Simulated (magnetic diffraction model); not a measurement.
## Solving a magnetic structure from powder neutron data: Pr2Te3S12

Space group C2/c (no. 15), a = 8.5490 Å, b = 13.7080 Å, c = 13.6220 Å, β = 107.88°.

```csv
site,atom,x,y,z
8f,Pr,0.1773,0.1270,0.5912
8f,Te,0.3316,0.1153,0.9247
4e,Te,1/2,0.3679,3/4
8f,S,0.3218,0.0569,0.7894
8f,S,0.2981,0.2941,0.7136
8f,S,0.5055,0.4464,0.8746
8f,S,0.3440,0.9670,0.5395
8f,S,0.5431,0.2018,0.9525
8f,S,0.3806,0.6919,0.6125
```

The compound is invented for this exercise: a known structure type with other elements, its cell scaled to their sizes and not relaxed.

Only Pr is taken to order (form factors of Pr3+); orders and moment sizes are assumed, and not adapted to the symmetry. Radiation: neutrons of λ = 2.0775 Å, 1.5° to 30°; isotropic B of 0.41 Å² (Pr), 0.55 Å² (Te) and 0.62 Å² (S). Simulated constant-wavelength pattern: nuclear and magnetic terms add, the magnetic one as |2.695 fm × Σ f S⊥ exp(2πi Q·r) exp(−B s²)|², summed over all Q at one angle with the factor 1/(sin²θ cos θ). For a modulated order the moment at position r is S exp(−2πi k·r) + c.c., with S = m/2 for a sine wave of amplitude m and S = m(u + iv)/2 for moments turning in a plane, u and v being orthogonal unit vectors in it; the phase factor of the sum at Q = H + k is then exp(2πi H·r). Free-ion form factors, Sears's scattering lengths of 1992, no absorption; a label names one of the reflections at its angle. The strongest nuclear line in the range is 100, and lines under 0.2 are left out.

Above the ordering temperature:

| 2θ (°) | index | I |
| --- | --- | --- |
| 17.08 | (1 1 0) | 10.9 |
| 17.13 | (1 1 -1) | 29.6 |
| 17.43 | (0 2 0) | 0.5 |
| 18.44 | (0 0 2) | 17.1 |
| 19.74 | (0 2 1) | 33.0 |
| 21.48 | (1 1 1) | 85.3 |
| 21.61 | (1 1 -2) | 100.0 |
| 25.48 | (0 2 2) | 2.2 |
| 28.43 | (1 1 2) | 11.2 |
| 28.59 | (1 1 -3) | 16.8 |
| 29.59 | (2 0 0) | 6.9 |
| 29.72 | (2 0 -2) | 2.3 |

Below it (cell unchanged):

```tsv
2θ (°)	I
15.35	61.1
16.53	25.1
16.55	24.0
17.08	10.9
17.13	29.6
17.43	0.5
18.14	24.2
18.22	23.1
18.44	17.1
18.49	39.5
19.64	0.4
19.74	33.0
21.37	35.2
21.48	85.3
21.55	30.6
21.61	100.0
23.60	0.3
25.48	2.2
25.93	11.6
26.09	13.8
28.43	11.2
28.59	16.8
28.77	6.6
28.86	8.2
29.59	6.9
29.72	2.3
29.91	8.1
29.92	6.4
```

**Question.** Find the propagation vector, then choose among these models:
A. moments turning in the plane of [100] and [010], 2.4 μB on Pr; signs + at (0.1773, 0.1270, 0.5912), + at (0.1773, 0.8730, 0.0912), − at (0.8227, 0.1270, 0.9088), − at (0.8227, 0.8730, 0.4088)
B. moments turning in the plane of [010] and [001], 2.4 μB on Pr; signs + at (0.1773, 0.1270, 0.5912), + at (0.1773, 0.8730, 0.0912), − at (0.8227, 0.1270, 0.9088), − at (0.8227, 0.8730, 0.4088)
C. a sine wave with moments along [001] (amplitudes given), 2.4 μB on Pr; signs + at (0.1773, 0.1270, 0.5912), + at (0.1773, 0.8730, 0.0912), − at (0.8227, 0.1270, 0.9088), − at (0.8227, 0.8730, 0.4088)
D. a sine wave with moments along [100] (amplitudes given), 2.4 μB on Pr; signs + at (0.1773, 0.1270, 0.5912), + at (0.1773, 0.8730, 0.0912), − at (0.8227, 0.1270, 0.9088), − at (0.8227, 0.8730, 0.4088)

The new lines index as (0 0 5/3) at 15.35°, (1 1 -1/3) at 16.53°, (1 1 -2/3) at 16.55° and (1 1 1/3) at 18.14°, that is as H ± k with k = (0 0 1/3). Satellites come in pairs about each point of the reciprocal lattice.

Magnetic intensity, observed (below minus above) and for each model:

| 2θ (°) | index | observed | A | B | C | D |
| --- | --- | --- | --- | --- | --- | --- |
| 15.35 | (0 0 5/3) | 61.1 | 61.1 | 33.5 | 2.9 | 30.6 |
| 16.53 | (1 1 -1/3) | 25.1 | 25.1 | 42.1 | 24.1 | 7.1 |
| 16.55 | (1 1 -2/3) | 24.0 | 24.0 | 38.0 | 20.8 | 6.8 |
| 18.14 | (1 1 1/3) | 24.2 | 24.2 | 35.9 | 20.1 | 8.3 |
| 18.22 | (1 1 -4/3) | 23.1 | 23.1 | 26.6 | 11.5 | 8.1 |
| 21.37 | (0 2 4/3) | 35.2 | 35.2 | 27.3 | 18.5 | 26.4 |
| 21.55 | (0 0 7/3) | 30.6 | 30.6 | 16.7 | 1.4 | 15.3 |
| 28.86 | (2 0 -5/3) | 8.2 | 8.2 | 13.7 | 5.8 | 0.4 |

Model A matches.

The structure used: k = (0 0 1/3), moments turning in the plane of [100] and [010], 2.4 μB on Pr; signs + at (0.1773, 0.1270, 0.5912), + at (0.1773, 0.8730, 0.0912), − at (0.8227, 0.1270, 0.9088), − at (0.8227, 0.8730, 0.4088).

[Logs are printed without paths, hosts, clocks, repeated set-up lines and the standing remarks that a program may print on its own settings, such as how far it seeks lower states.]
